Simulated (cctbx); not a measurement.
# What is wrong with this refinement?

Cell a = 5.5130 Å, b = 5.5130 Å, c = 25.6270 Å, α = 90.00°, β = 90.00°, γ = 120.00°; space group R-3m (no. 166).

Simulated single-crystal data (cctbx): Cu Kα, λ = 1.54184 Å, to d = 0.83 Å, 50 % of the full sphere, strongest reflection 70000 counts, noise from counting, a 1.5 % proportional error and a noise floor of 15 counts (s.d.); no absorption, and some extinction, which the refinements don't model.

An isotropic refinement with weights 1/σ² prints:

```text
Rint 0.013, 187 unique reflections to 0.83 A
cycle     R1     wR2    GooF  max shift (A)
   1  0.3256  0.6223  49.482   0.63928
   3  0.0068  0.0137   1.087   0.00000
final R1 0.0068 wR2 0.0137 GooF 1.087  parameters 9  data/parameter 20.8
atom        x        y        z      Ueq    occ   su(xyz)  su(Uiso or U11)
Tm1    0.66667  0.33333  0.19140   0.0067  1.000  0.00001  0.0001
Dy1    0.00000  0.00000  0.00000   0.0086  1.000  0.00000  0.0001
Zn1    0.17621  0.35242  0.25339   0.0095  1.000  0.00006  0.0001
Zn2    0.66667  0.33333  0.00532   0.0117  1.000  0.00002  0.0001
Co1    0.33333  0.66667  0.16667   0.0118  1.000  0.00000  0.0002
difference map: max 0.24 min -0.67 rms 0.10
Q1    0.0887  0.1775  0.9473   18    0.25  1.59 A from Dy1
Q2    0.0911  0.1821  0.7203   18    0.24  1.51 A from Zn2
Q3    0.0000  0.0000  0.2505    6    0.23  1.68 A from Zn1
Q4    0.0986  0.1972  0.2300   18    0.22  0.95 A from Zn1
Q5    0.9841  0.1918  0.1954   36    0.22  1.76 A from Tm1
Q6    0.0060  0.3663  0.3892   36    0.22  1.18 A from Zn1
```

Q: Accept it or mend it, and why?

It can stand. The set-up had a fault (start far from the minimum), but the refinement still reached the right minimum: R1 = 0.0068, wR2 = 0.0137, GooF = 1.09 against R1 = 0.0068, wR2 = 0.0137, GooF = 1.09 for the right model.

The compound is DyTm2Zn8Co. The right model at the same level gives:

```text
Rint 0.013, 187 unique reflections to 0.83 A
cycle     R1     wR2    GooF  max shift (A)
   1  0.1300  0.3012  23.950   0.05955
   2  0.0068  0.0137   1.087   0.00000
final R1 0.0068 wR2 0.0137 GooF 1.087  parameters 9  data/parameter 20.8
atom        x        y        z      Ueq    occ   su(xyz)  su(Uiso or U11)
Tm1    0.66667  0.33333  0.19140   0.0067  1.000  0.00001  0.0001
Dy1    0.00000  0.00000  0.00000   0.0086  1.000  0.00000  0.0001
Zn1    0.17621  0.35242  0.25339   0.0095  1.000  0.00006  0.0001
Zn2    0.66667  0.33333  0.00532   0.0117  1.000  0.00002  0.0001
Co1    0.33333  0.66667  0.16667   0.0118  1.000  0.00000  0.0002
difference map: max 0.24 min -0.67 rms 0.10
Q1    0.0887  0.1775  0.9473   18    0.25  1.59 A from Dy1
Q2    0.0911  0.1821  0.7203   18    0.24  1.51 A from Zn2
Q3    0.0000  0.0000  0.2505    6    0.23  1.68 A from Zn1
Q4    0.0986  0.1972  0.2300   18    0.22  0.95 A from Zn1
Q5    0.9841  0.1918  0.1954   36    0.22  1.76 A from Tm1
Q6    0.0060  0.3663  0.3892   36    0.22  1.18 A from Zn1
```

The model is made up (kin elements in a known structure type, no relaxation), so it says nothing on whether the phase exists.

[Middle refinement cycles are left out of these outputs.]

[Logs are printed without paths, hosts, clocks, repeated set-up lines and the standing remarks that a program may print on its own settings, such as how far it seeks lower states.]
